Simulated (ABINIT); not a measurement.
# A GW chain in ABINIT: SnO2 (Cassiterite)

Aim: the G0W0 gap of SnO2 (Cassiterite) on PBE, step by step.

Method: PBE and many-body steps on it, plane waves, in ABINIT 10.8.3.

**The experiments to reproduce.**

- Gap 3.6 eV: experimental gap quoted from earlier work; bulk crystal (quoted in “Study on the Photocatalytic Properties of Flower-Shaped SnO2”, 2022, pmc:9565917).

## (1) The structure

The structure is tetragonal, space group P4_2/mnm (No. 136). Conventional cell: a = 4.738 Å, b = 4.738 Å, c = 3.187 Å, α = 90.00°, β = 90.00°, γ = 90.00°. Nearest to Sn lie 6 O at 2.05 to 2.06 Å. Nearest to O lie 3 Sn at 2.05 to 2.06 Å. Farther neighbours and most contacts between anions are not listed.

The cell and positions come from the Crystallography Open Database and are kept as given unless a step says otherwise.

## (2) Ground state

This step: ABINIT 10.8.3; DFT, PBE, plane waves, norm-conserving pseudopotentials.

The ground-state density comes first.

Contents of run.abi:

```
acell 3*1.0 Angstrom
rprim 
  4.738000000000 0.000000000000 0.000000000000
  0.000000000000 4.738000000000 0.000000000000
  0.000000000000 0.000000000000 3.186500000000
ntypat 2
znucl 50 8
natom 6
typat 1 1 2 2 2 2
xred 
  0.000000000000 0.000000000000 0.000000000000
  0.500000000000 0.500000000000 0.500000000000
  0.307100000000 0.307100000000 0.000000000000
  0.192900000000 0.807100000000 0.500000000000
  0.692900000000 0.692900000000 0.000000000000
  0.807100000000 0.192900000000 0.500000000000
pp_dirpath "pseudos"
pseudos "Sn.upf, O.upf"
ecut 42
ngkpt 4 4 6
nshiftk 1
shiftk 0 0 0
kptopt 1
chksymbreak 0
nband 41
occopt 1
tolvrs 1e-10
nstep 60
prtwf 0
optforces 0
optstress 0
indata_prefix "in"
outdata_prefix "out"
tmpdata_prefix "tmp"
```

Run with:

```console
> OMP_NUM_THREADS=1 mpirun -n 8 abinit run.abi > log
```

Numbers of over 12 decimals in the logs are rounded to 6 here.

Log:

```text
.Version 10.8.3 of ABINIT. v10.8.2 released Aug 2026.

 Symmetries : space group P4_2/m n m (#136); Bravais tP (primitive tetrag.)
================================================================================
 Values of the parameters that define the memory need of the present run
     intxc =       0    ionmov =       0      iscf =       7    lmnmax =       6
     lnmax =       6     mgfft =      54  mpssoang =       3    mqgrid =    3001
     natom =       6  nloc_mem =       1    nspden =       1   nspinor =       1
    nsppol =       1      nsym =      16    n1xccc =    2501    ntypat =       2
    occopt =       1   xclevel =       2
-    mband =          41        mffmem =           1         mkmem =           3
       mpw =        6296          nfft =      104976          nkpt =          24
================================================================================
  Rough estimation (10% accuracy) of disk space for files :
================================================================================

--------------------------------------------------------------------------------
------------- Echo of variables that govern the present computation ------------
--------------------------------------------------------------------------------
 -outvars: echo values of preprocessed input variables --------
            acell      1.8897261259E+00  1.8897261259E+00  1.8897261259E+00 Bohr

      chksymbreak           0
             ecut      4.20000000E+01 Hartree
-          fftalg         312

              ixc     -101130
              kpt      0.00000000E+00  0.00000000E+00  0.00000000E+00
                       2.50000000E-01  0.00000000E+00  0.00000000E+00
                       5.00000000E-01  0.00000000E+00  0.00000000E+00
                       2.50000000E-01  2.50000000E-01  0.00000000E+00
                       5.00000000E-01  2.50000000E-01  0.00000000E+00
                       5.00000000E-01  5.00000000E-01  0.00000000E+00
                       0.00000000E+00  0.00000000E+00  1.66666667E-01
                       2.50000000E-01  0.00000000E+00  1.66666667E-01
                       5.00000000E-01  0.00000000E+00  1.66666667E-01
   [... 13 further rows ...]
                       5.00000000E-01  2.50000000E-01  5.00000000E-01
                       5.00000000E-01  5.00000000E-01  5.00000000E-01
         kptrlatt        4    0    0      0    4    0      0    0    6
          kptrlen      3.58140895E+01
P           mkmem           3
            natom           6
            nband          41
            ngfft          54      54      36
             nkpt          24
            nstep          60
             nsym          16
           ntypat           2
              occ      2.000000  2.000000  2.000000  2.000000  2.000000  2.000000
                       2.000000  2.000000  2.000000  2.000000  2.000000  2.000000
                       2.000000  2.000000  2.000000  2.000000  2.000000  2.000000
                       2.000000  2.000000  2.000000  2.000000  2.000000  2.000000
                       2.000000  2.000000  2.000000  2.000000  2.000000  2.000000
                       2.000000  2.000000  2.000000  2.000000  0.000000  0.000000
                       0.000000  0.000000  0.000000  0.000000  0.000000
        optforces           0
        optstress           0
            prtwf           0
            rprim      4.7380000000E+00  0.0000000000E+00  0.0000000000E+00
[...]
spgroup         136

           tolvrs      1.00000000E-10

             xred      0.0000000000E+00  0.0000000000E+00  0.0000000000E+00
[...]
znucl       50.00000    8.00000

================================================================================

 chkinp: Checking input parameters for consistency.

================================================================================
== DATASET  1 ==================================================================
-   mpi_nproc: 8, omp_nthreads: 1 (-1 if OMP is not activated)

--- !DatasetInfo
iteration_state: {dtset: 1, }
dimensions: {natom: 6, nkpt: 24, mband: 41, nsppol: 1, nspinor: 1, nspden: 1, mpw: 6296, }
cutoff_energies: {ecut:  42.0, pawecutdg:  -1.0, }
electrons: {nelect:   6.80000000E+01, charge:   0.00000000E+00, occopt:   1.00000000E+00, tsmear:   1.00000000E-02, }

 Real(R)+Recip(G) space primitive vectors, cartesian coordinates (Bohr,Bohr^-1):
 R(1)=  8.9535224  0.0000000  0.0000000  G(1)=  0.1116879  0.0000000  0.0000000
 R(2)=  0.0000000  8.9535224  0.0000000  G(2)=  0.0000000  0.1116879  0.0000000
 R(3)=  0.0000000  0.0000000  6.0216123  G(3)=  0.0000000  0.0000000  0.1660685
 Unit cell volume ucvol=  4.8272594E+02 bohr^3
 Angles (23,13,12)=  9.00000000E+01  9.00000000E+01  9.00000000E+01 degrees

 getcut: wavevector=  0.0000  0.0000  0.0000  ngfft=  54  54  36
         ecut(hartree)=     42.000   => boxcut(ratio)=   2.04927

--- Pseudopotential description ------------------------------------------------
- Sn Generated using ONCVPSP code by D. R. Hamann
- 50.00000  22.00000  171031                  znucl, zion, pspdat
12 -101130 2 -1 1628                          pspcod,pspxc,lmax,lloc,mmax
     nproj     2     2     2
  pspatm : epsatm=   27.31087254
         --- l  ekb(1:nproj) -->
[...]
pspatm: atomic psp has been read  and splines computed

- O Generated using ONCVPSP code by D. R. Hamann
-  8.00000   6.00000  171031                  znucl, zion, pspdat
12 -101130 2 -1 936                           pspcod,pspxc,lmax,lloc,mmax
     nproj     2     2     1
  pspatm : epsatm=    6.17005460
         --- l  ekb(1:nproj) -->
[...]
2   -1.331955
 pspatm: atomic psp has been read  and splines computed

   5.39253352E+03                                ecore*ucvol(ha*bohr**3)
--------------------------------------------------------------------------------

_setup2: Arith. and geom. avg. npw (full set) are    6276.344    6276.333

================================================================================

--- !BeginCycle
iteration_state: {dtset: 1, }
solver: {iscf: 7, nstep: 60, nline: 4, wfoptalg: 0, }
tolerances: {tolvrs: 1.00E-10, }

     iter   Etot(hartree)      deltaE(h)  residm     vres2
 ETOT  1  -508.63668929118    -5.086E+02 2.196E-01 1.209E+03
 ETOT  2  -509.05887037937    -4.222E-01 2.857E-02 1.183E+03
 ETOT  3  -509.49154456592    -4.327E-01 1.897E-02 1.499E+01
 ETOT  4  -509.49543743827    -3.893E-03 3.404E-03 1.151E+00
 ETOT  5  -509.49584511455    -4.077E-04 2.068E-03 8.763E-02
 ETOT  6  -509.49586478160    -1.967E-05 8.917E-04 2.898E-03
 ETOT  7  -509.49586499951    -2.179E-07 7.431E-04 2.571E-05
 ETOT  8  -509.49586500294    -3.432E-09 4.302E-04 5.826E-07
 ETOT  9  -509.49586500302    -8.112E-11 3.204E-04 3.678E-08
 ETOT 10  -509.49586500301     1.000E-11 2.448E-04 1.148E-09
 ETOT 11  -509.49586500304    -2.962E-11 2.319E-04 6.777E-11

 At SCF step   11       vres2   =  6.78E-11 < tolvrs=  1.00E-10 =>converged.

--- !ResultsGS
iteration_state: {dtset: 1, }
comment   : Summary of ground state results
lattice_vectors:
- [  8.9535224,   0.0000000,   0.0000000, ]
- [  0.0000000,   8.9535224,   0.0000000, ]
- [  0.0000000,   0.0000000,   6.0216123, ]
lattice_lengths: [   8.95352,    8.95352,    6.02161, ]
lattice_angles: [ 90.000,  90.000,  90.000, ] # degrees, (23, 13, 12)
lattice_volume:   4.8272594E+02
convergence: {deltae: -2.962E-11, res2:  6.777E-11, residm:  2.319E-04, diffor:  0.000E+00, }
etotal    :  -5.09495865E+02
entropy   :   0.00000000E+00
fermie    :   2.49058631E-01
cartesian_stress_tensor: null
pressure_GPa: null
xred      :
- [  0.0000E+00,   0.0000E+00,   0.0000E+00, Sn]
- [  5.0000E-01,   5.0000E-01,   5.0000E-01, Sn]
- [  3.0710E-01,   3.0710E-01,   0.0000E+00,  O]
- [  1.9290E-01,   8.0710E-01,   5.0000E-01,  O]
- [  6.9290E-01,   6.9290E-01,   0.0000E+00,  O]
- [  8.0710E-01,   1.9290E-01,   5.0000E-01,  O]
cartesian_forces: null
force_length_stats: {min: null, max: null, mean: null, }

 Integrated electronic density in atomic spheres:
 ------------------------------------------------
 Atom  Sphere_radius  Integrated_density
[...]
================================================================================

 ----iterations are completed or convergence reached----

 Mean square residual over all n,k,spin=   67.387E-08; max=  23.190E-05
 reduced coordinates (array xred) for    6 atoms
[...]
0.500000000000      0.500000000000      0.500000000000
       0.307100000000      0.307100000000      0.000000000000
       0.192900000000      0.807100000000      0.500000000000
       0.692900000000      0.692900000000      0.000000000000
       0.807100000000      0.192900000000      0.500000000000
 rms dE/dt=  0.0000E+00; max dE/dt=  0.0000E+00; dE/dt below (all hartree)
    1       0.000000000000      0.000000000000      0.000000000000
    2       0.000000000000      0.000000000000      0.000000000000
    3       0.000000000000      0.000000000000      0.000000000000
    4       0.000000000000      0.000000000000      0.000000000000
    5       0.000000000000      0.000000000000      0.000000000000
    6       0.000000000000      0.000000000000      0.000000000000

 cartesian coordinates (angstrom) at end:
    1      0.000000     0.000000     0.000000
    2      2.369000     2.369000     1.593250
    3      1.455040     1.455040     0.000000
    4      0.913960     3.824040     1.593250
    5      3.282960     3.282960     0.000000
    6      3.824040     0.913960     1.593250
 length scales=  1.889726125908  1.889726125908  1.889726125908 bohr
              =  1.000000000000  1.000000000000  1.000000000000 angstroms
 prteigrs : about to open file out_EIG
 Fermi (or HOMO) energy (hartree) =   0.24906   Average Vxc (hartree)=  -0.42434
 Eigenvalues (hartree) for nkpt=  24  k points:
 kpt#   1, nband= 41, wtk=  0.01042, kpt=  0.0000  0.0000  0.0000 (reduced coord)
  -4.45122   -4.45122   -2.82797   -2.82797   -2.82638   -2.82638   -2.82622   -2.82621
  -0.52850   -0.50088   -0.49067   -0.48981   -0.48981   -0.48655   -0.48526   -0.48206
  -0.48100   -0.48100   -0.44591   -0.37776   -0.37776   -0.31287   -0.04845    0.10009
   0.10009    0.10339    0.13529    0.17389    0.17716    0.20329    0.20329    0.22098
   0.22098    0.24906    0.29623    0.47480    0.48381    0.48381    0.63508    0.64049
   0.69479
 prteigrs : prtvol=0 or 1, do not print more k-points.

--- !EnergyTerms
iteration_state     : {dtset: 1, }
comment             : Components of total free energy in Hartree
kinetic             :  2.00434493866220E+02
hartree             :  1.58895150068906E+02
xc                  : -7.12084152047545E+01
Ewald energy        : -2.98339747503783E+02
psp_core            :  1.11710042103051E+01
local_psp           : -4.87139504680541E+02
non_local_psp       : -2.33088457593944E+01
total_energy        : -5.09495865003043E+02
total_energy_eV     : -1.38640887733280E+04
band_energy         : -6.12362511478776E+01

== END DATASET(S) ==============================================================
================================================================================

 -outvars: echo values of variables after computation  --------
           etotal     -5.0949586500E+02
            nband          41
             nkpt          24
          spgroup         136
 [... the other variables as echoed above ...]

 Calculation completed.
```

Wall time 37 s (8 MPI ranks of Arm Neoverse V1, shared host); peak memory 0.72 GiB.

Numbers from this step:

```yaml
total_energy: -13864.0888 eV
gap: 1.284 eV
k_of_the_valence_top: 0, 0, 0
k_of_the_conduction_bottom: 0, 0, 0
least_direct_gap: 1.284 eV
```

The gap is direct, at Γ.

## (3) Empty states on the mesh, 4×4×4 mesh, 129 bands

The sums over transitions need many empty states on a uniform mesh; this step solves for them.

run.abi: that of step 2 with these lines changed.

```diff
@@ -19,3 +19,3 @@
 ecut 42
-ngkpt 4 4 6
+ngkpt 4 4 4
 nshiftk 1
@@ -24,9 +24,10 @@
 chksymbreak 0
-nband 41
-occopt 1
-tolvrs 1e-10
+iscf -2
+irdden 1
+istwfk *1
+nband 129
+nbdbuf 10
+tolwfr 1e-09
 nstep 60
-prtwf 0
-optforces 0
-optstress 0
+prtvol 0
 indata_prefix "in"
```

Log:

```text
.Version 10.8.3 of ABINIT. v10.8.2 released Aug 2026.

 Symmetries : space group P4_2/m n m (#136); Bravais tP (primitive tetrag.)
[... echo of the input left out ...]
== DATASET  1 ==================================================================
-   mpi_nproc: 8, omp_nthreads: 1 (-1 if OMP is not activated)

--- !DatasetInfo
iteration_state: {dtset: 1, }
dimensions: {natom: 6, nkpt: 18, mband: 129, nsppol: 1, nspinor: 1, nspden: 1, mpw: 6312, }
cutoff_energies: {ecut:  42.0, pawecutdg:  -1.0, }
electrons: {nelect:   6.80000000E+01, charge:   0.00000000E+00, occopt:   1.00000000E+00, tsmear:   1.00000000E-02, }

 Real(R)+Recip(G) space primitive vectors, cartesian coordinates (Bohr,Bohr^-1):
 R(1)=  8.9535224  0.0000000  0.0000000  G(1)=  0.1116879  0.0000000  0.0000000
 R(2)=  0.0000000  8.9535224  0.0000000  G(2)=  0.0000000  0.1116879  0.0000000
 R(3)=  0.0000000  0.0000000  6.0216123  G(3)=  0.0000000  0.0000000  0.1660685
 Unit cell volume ucvol=  4.8272594E+02 bohr^3
 Angles (23,13,12)=  9.00000000E+01  9.00000000E+01  9.00000000E+01 degrees

 getcut: wavevector=  0.0000  0.0000  0.0000  ngfft=  54  54  36
         ecut(hartree)=     42.000   => boxcut(ratio)=   2.04927

--- Pseudopotential description ------------------------------------------------
- Sn Generated using ONCVPSP code by D. R. Hamann
- 50.00000  22.00000  171031                  znucl, zion, pspdat
12 -101130 2 -1 1628                          pspcod,pspxc,lmax,lloc,mmax
     nproj     2     2     2
  pspatm : epsatm=   27.31087254
         --- l  ekb(1:nproj) -->
             0    9.701792   -0.671203
             1    4.046855   -0.266328
             2   -2.346641   -0.600143
 pspatm: atomic psp has been read  and splines computed

- O Generated using ONCVPSP code by D. R. Hamann
-  8.00000   6.00000  171031                  znucl, zion, pspdat
12 -101130 2 -1 936                           pspcod,pspxc,lmax,lloc,mmax
     nproj     2     2     1
  pspatm : epsatm=    6.17005460
         --- l  ekb(1:nproj) -->
[...]
2   -1.331955
 pspatm: atomic psp has been read  and splines computed

--------------------------------------------------------------------------------

================================================================================
 prteigrs : about to open file out_EIG
 Non-SCF case, kpt    1 (  0.00000  0.00000  0.00000), residuals and eigenvalues=
  3.26E-10  2.92E-10  1.34E-10  6.15E-10  6.60E-10  8.33E-10  8.62E-10  9.18E-10
  1.53E-10  7.96E-11  1.58E-10  1.06E-10  1.45E-10  1.08E-10  1.16E-10  1.79E-10
  9.44E-11  1.55E-10  1.43E-10  1.36E-10  7.24E-10  3.31E-10  1.56E-10  8.62E-11
[...]
3.14E-04
 -4.4512E+00 -4.4512E+00 -2.8280E+00 -2.8280E+00 -2.8264E+00 -2.8264E+00
 -2.8262E+00 -2.8262E+00 -5.2850E-01 -5.0088E-01 -4.9067E-01 -4.8981E-01
 -4.8981E-01 -4.8655E-01 -4.8526E-01 -4.8206E-01 -4.8100E-01 -4.8100E-01
[...]
2.3435E+00  2.3738E+00  2.4411E+00  2.4486E+00  2.4486E+00  2.4533E+00
  2.4792E+00  2.4882E+00  2.5041E+00  2.5041E+00  2.5276E+00  2.5830E+00
[...]
prteigrs : prtvol=0 or 1, do not print more k-points.

--- !ResultsGS
iteration_state: {dtset: 1, }
comment   : Summary of ground state results
lattice_vectors:
- [  8.9535224,   0.0000000,   0.0000000, ]
- [  0.0000000,   8.9535224,   0.0000000, ]
- [  0.0000000,   0.0000000,   6.0216123, ]
lattice_lengths: [   8.95352,    8.95352,    6.02161, ]
lattice_angles: [ 90.000,  90.000,  90.000, ] # degrees, (23, 13, 12)
lattice_volume:   4.8272594E+02
convergence: {deltae:  0.000E+00, res2:  0.000E+00, residm:  9.979E-10, diffor:  0.000E+00, }
etotal    :  -5.09495865E+02
entropy   :   0.00000000E+00
fermie    :   2.49058631E-01
cartesian_stress_tensor: null
pressure_GPa: null
xred      :
- [  0.0000E+00,   0.0000E+00,   0.0000E+00, Sn]
- [  5.0000E-01,   5.0000E-01,   5.0000E-01, Sn]
- [  3.0710E-01,   3.0710E-01,   0.0000E+00,  O]
- [  1.9290E-01,   8.0710E-01,   5.0000E-01,  O]
- [  6.9290E-01,   6.9290E-01,   0.0000E+00,  O]
- [  8.0710E-01,   1.9290E-01,   5.0000E-01,  O]
cartesian_forces: null
force_length_stats: {min: null, max: null, mean: null, }

 Integrated electronic density in atomic spheres:
 ------------------------------------------------
 Atom  Sphere_radius  Integrated_density
[...]
================================================================================

 ----iterations are completed or convergence reached----

 Mean square residual over all n,k,spin=   38.794E-11; max=  99.791E-11
 reduced coordinates (array xred) for    6 atoms
[...]
0.692900000000      0.692900000000      0.000000000000
       0.807100000000      0.192900000000      0.500000000000

 cartesian coordinates (angstrom) at end:
    1      0.000000     0.000000     0.000000
    2      2.369000     2.369000     1.593250
    3      1.455040     1.455040     0.000000
    4      0.913960     3.824040     1.593250
    5      3.282960     3.282960     0.000000
    6      3.824040     0.913960     1.593250
 length scales=  1.889726125908  1.889726125908  1.889726125908 bohr
              =  1.000000000000  1.000000000000  1.000000000000 angstroms
 prteigrs : about to open file out_EIG
 Eigenvalues (hartree) for nkpt=  18  k points:
 kpt#   1, nband=129, wtk=  0.01563, kpt=  0.0000  0.0000  0.0000 (reduced coord)
[...]
2.33277    2.34352    2.34352    2.37382    2.44110    2.44862    2.44862    2.45328
   2.47916    2.48815    2.50407    2.50407    2.52761    2.58303    2.58333    2.59585
   2.59905
 prteigrs : prtvol=0 or 1, do not print more k-points.

== END DATASET(S) ==============================================================
================================================================================

 -outvars: echo values of variables after computation  --------
            nband         129
             nkpt          18
          spgroup         136
 [... the other variables as echoed above ...]

 Calculation completed.
```

The job ended after 80 s (8 MPI ranks; peak memory 0.79 GiB; 11 min of CPU time).

This step gave:

```
gap                                                           : 1.284 eV
k of the valence top                                          : 0, 0, 0
k of the conduction bottom                                    : 0, 0, 0
least direct gap                                              : 1.284 eV
k points computed                                             : 18
lowest point of the top converged band, above the valence top : 57.6405 eV
```

On this mesh the gap is 1.284 eV.

(Continued in part 2 of 2.)

[Paths, hosts, dates, memory and timing lines, banners, echoed tables and standing remarks are left out of the program output.]

[Logs are printed without paths, hosts, clocks, repeated set-up lines and the standing remarks that a program may print on its own settings, such as how far it seeks lower states.]

[Runs of the session that timed out or met a known fault of the program may be left out.]

[No measured gap is set beside runs whose start may be inverted or whose files or cutoffs have a known fault.]

[Hosts, paths, dates, database ids (printed as entryN), source tags and the programs' standing remarks are cut or masked in the printed files.]

[G0W0 gaps are taken among the corrected bands and points alone; a level outside them can change the order at an edge.]

[Where Ansatz stands beside ABINIT at settings called matched, ABINIT's density can come from a denser mesh and the files from another edition; pairs whose starting gaps differed by over 0.03 eV were left out, so agreement reads better than it is.]
